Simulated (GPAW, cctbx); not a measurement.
# How far are the atoms of MgCd3O4 from free atoms?

Question: by how much does bonding change the structure factors of MgCd3O4?

The cell is our own: ordered rocksalt alloy in the eight-atom cube, 3 of 4 Mg sites given to Cd. All numbers below are calculated.

## Step 1: Relax the structure

The density hangs on the geometry, so cell and atoms are relaxed first, with the symmetry held. The cutoff is set higher than for the density because stress converges slowly with plane waves.

Settings: GPAW 26.7.0, PBE, 900 eV, 5×5×5 k-points, Fermi–Dirac width 0.02 eV, BFGS to 0.02 eV/Å.

```text
cell
1.0
     4.649000000    0.000000000    0.000000000
     0.000000000    4.649000000    0.000000000
     0.000000000    0.000000000    4.649000000
Cd O Mg
3 4 1
Direct
0.000000000 0.000000000 0.500000000
0.000000000 0.500000000 0.000000000
0.500000000 0.000000000 0.000000000
0.500000000 0.000000000 0.500000000
0.500000000 0.500000000 0.000000000
0.000000000 0.000000000 0.000000000
0.000000000 0.500000000 0.500000000
0.500000000 0.500000000 0.500000000
```

```console
$ OMP_NUM_THREADS=1 mpirun -n 4 gpaw python run.py > gpaw.log
```

```text
BFGS:    0      -36.014013        0.185700
BFGS:    1      -36.015454        0.174909
BFGS:    2      -36.026905        0.003980
cell  4.6756 4.6756 4.6756  90.00 90.00 90.00
volume 102.215 A^3, largest force 0.000 eV/A, largest stress 0.05 GPa
```

After 2 steps the volume has changed by +1.7 % and the energy by -0.013 eV; the largest stress left is 0.05 GPa. It took 56 s on 4 cores of Arm Neoverse V2 (shared host), peak memory 1 GiB.

Relaxed structure: Pm-3m (no. 221), a = 4.6756 Å, b = 4.6756 Å, c = 4.6756 Å, α = 90.00°, β = 90.00°, γ = 90.00°.

```csv
atom,mult.,x,y,z
Cd1,3,0,0,1/2
Mg1,1,1/2,1/2,1/2
O1,3,1/2,0,1/2
O2,1,0,0,0
```

## Step 2: Density and charge transfer

X-rays see the whole electron density, so the PAW density is rebuilt with its core regions. Subtracting spherical free atoms from the same code cancels the cores and leaves the deformation density Δρ, the part due to bonding.

Settings: PBE, 600 eV, 5×5×5 k-points, Fermi–Dirac width 0.02 eV; primitive cell of 8 atoms.

```console
$ OMP_NUM_THREADS=1 mpirun -n 4 gpaw python run.py > gpaw.log
```

```text
|iter:   1|       0s |  -42.423355 | -0.11 |       |
|iter:   2|       1s |  -40.394759 | -1.32 | -0.95 |
|iter:   3|       2s |  -35.738341 | -0.33 | -1.01 |
...
|iter:   9|       8s |  -35.694502c| -6.33 | -3.98 |
|iter:  10|       9s |  -35.694503c| -7.19 | -4.73c|
|iter:  11|       9s |  -35.694503c| -7.62c| -5.30c|
```

```text
grid (54, 54, 54)  electrons 188.000  moved by bonding 2.185 e
deformation density beyond 0.5 A of the nuclei: max 0.191, min -0.086 e/A^3
atom        x       y       z   Voronoi charge  moment
Cd1    0.0000  0.0000  0.5000      0.437       0.00
Cd2    0.0000  0.5000  0.0000      0.437       0.00
Cd3    0.5000  0.0000  0.0000      0.437       0.00
Mg4    0.5000  0.5000  0.5000      0.397       0.00
O 5    0.5000  0.0000  0.5000     -0.434       0.00
O 6    0.5000  0.5000  0.0000     -0.434       0.00
O 7    0.0000  0.0000  0.0000     -0.406       0.00
O 8    0.0000  0.5000  0.5000     -0.434       0.00
mean inner potential of superposed free atoms 18.779 V
total magnetic moment 0.000 muB
```

Deformation density in a plane through the shortest contact of the Cd atom at the origin, in 0.01 e/Å³ (clipped at ±99); x from -1.6 to 3.9 Å, y from 2.4 down to -2.4 Å:

```text
 -2  -2   9  11   .   .  15   6  -5   7   .   .  17  -8   1  11
 -6  -2   7  13   .   .  12   4  -5  -2   .   .   4  -7   1   9
 -6  -3   2   8  10  10   6   0  -4  -8  -5  -3  -8  -5  -1   4
 -2  -2  -2  -1   0   0  -1  -2  -2  -2  -1  -1  -2  -2  -2  -1
  3  -1  -5  -8  -6  -7  -7  -4   0   5   9   9   6   1  -3  -6
  8   0  -7   1   .   9  -4  -5   3  10   7   .  11   6  -2  -7
 11   1  -7  18   .   .   8  -5   5  13   .   .   7   8  -2  -2
  8   0  -7   1   .   9  -4  -5   3  10   7   .  11   6  -2  -7
  3  -1  -5  -8  -6  -7  -7  -4   0   5   9   9   6   1  -3  -6
 -2  -2  -2  -1   0   0  -1  -2  -2  -2  -1  -1  -2  -2  -2  -1
 -6  -3   2   8  10  10   6   0  -4  -8  -5  -3  -8  -5  -1   4
 -6  -2   7  13   .   .  12   4  -5  -2   .   .   4  -7   1   9
 -2  -2   9  11   .   .  15   6  -5   7   .   .  17  -8   1  11
```

Atoms in or within 0.15 Å of the plane: Cd (0.0, 0.0), Cd (2.3, 2.3), Cd (2.3, -2.3), O (2.3, 0.0), O (0.0, 2.3), O (0.0, -2.3) Å. Dots mark points within about 0.45 Å of a nucleus; large values next to them are atomic features.

O gains most (-0.43 e) and Cd loses most (+0.44 e), in averages over each element's sites; O is the most electronegative element, but the order of the others doesn't follow electronegativity. Such charges fall far short of formal ones, since overlapping free atoms already put density on their neighbours. Along the shortest contact from the Cd atom at the map's origin, Cd–O at 2.34 Å, Δρ is -0.01 e/Å³ at the midpoint; the highest value on the line, +0.18, lies at the edge of the range, 0.5 Å from Cd, and is an atomic rather than a bond feature: little piles up between the atoms. At the midpoints of other shortest contacts it is +0.02 (Mg–O, 2.34 Å) and -0.02 (Cd–Cd, 3.31 Å) e/Å³. Point values carry grid noise of about 0.01 e/Å³. The run needed 11 iterations, 16 s.

## Step 3: From the density to structure factors

The Fourier components of Δρ, added to those of the free atoms, give the static X-ray structure factors; the Mott–Bethe relation turns them into the Fourier components V of the potential that fast electrons feel.

```text
static structure factors of the conventional cell: F in electrons, V (Mott-Bethe) in volts
   h  k  l      d  |F| table  |F| free   |F| DFT   change   |V| free  |V| DFT  change %
   0  1  0  4.6756    34.093    34.096    34.042   -0.054     1.867    1.920      2.8
   0  1  1  3.3061    32.370    32.354    32.358    0.005     1.787    1.785     -0.1
   1  1  1  2.6995   104.893   104.947   103.576   -1.371     6.226    6.674      7.2
   0  2  0  2.3378   144.426   144.116   145.189    1.072    10.755   10.492     -2.4
   0  2  1  2.0910    28.413    28.376    28.448    0.072     1.495    1.481     -1.0
   1  2  1  1.9088    27.403    27.370    27.471    0.101     1.410    1.394     -1.2
   0  2  2  1.6531   123.000   122.786   123.184    0.398     7.991    7.942     -0.6
   1  2  2  1.5585    24.988    24.976    25.075    0.100     1.201    1.190     -0.9
   0  3  0  1.5585    24.988    24.976    24.966   -0.009     1.201    1.202      0.1
   0  3  1  1.4786    24.338    24.335    24.350    0.016     1.144    1.142     -0.1
   1  3  1  1.4097    84.525    84.424    84.764    0.340     3.527    3.497     -0.9
   2  2  2  1.3497   108.995   108.937   109.043    0.106     6.459    6.450     -0.1
   0  3  2  1.2968    22.723    22.744    22.768    0.024     1.000    0.998     -0.2
   1  3  2  1.2496    22.273    22.301    22.337    0.036     0.959    0.957     -0.3
```

The largest X-ray change is -1.37 e on 111, 1.3 % of |F|. For electrons V goes as (Z − F)/g², so a change of F counts against Z − F, which is small at low angle and wherever the atoms' terms cancel: |V| of 111 moves by +7.2 % (6.23 to 6.67 V) against -1.3 % in |F|. The tabulated Hartree–Fock atoms differ from the free DFT atoms by up to 0.31 e, so the choice of reference atom matters too.

## Step 4: Answer

Bonding moves 2.19 e in the primitive cell of MgCd3O4 and changes the structure factors of the conventional cell in the table above by at most 1.37 e (111, 1.3 %). The shortest bond, Cd–O, has Δρ = -0.01 e/Å³ at its midpoint. Limits: static density, frozen cores, no spin–orbit coupling.

[Outputs are excerpts: Python notices, other lines and further rows are left out; steps that failed or that the build refused (PBEsol, TPSS) are not shown.]

[Logs are printed without paths, hosts, clocks, repeated set-up lines and the standing remarks that a program may print on its own settings, such as how far it seeks lower states.]
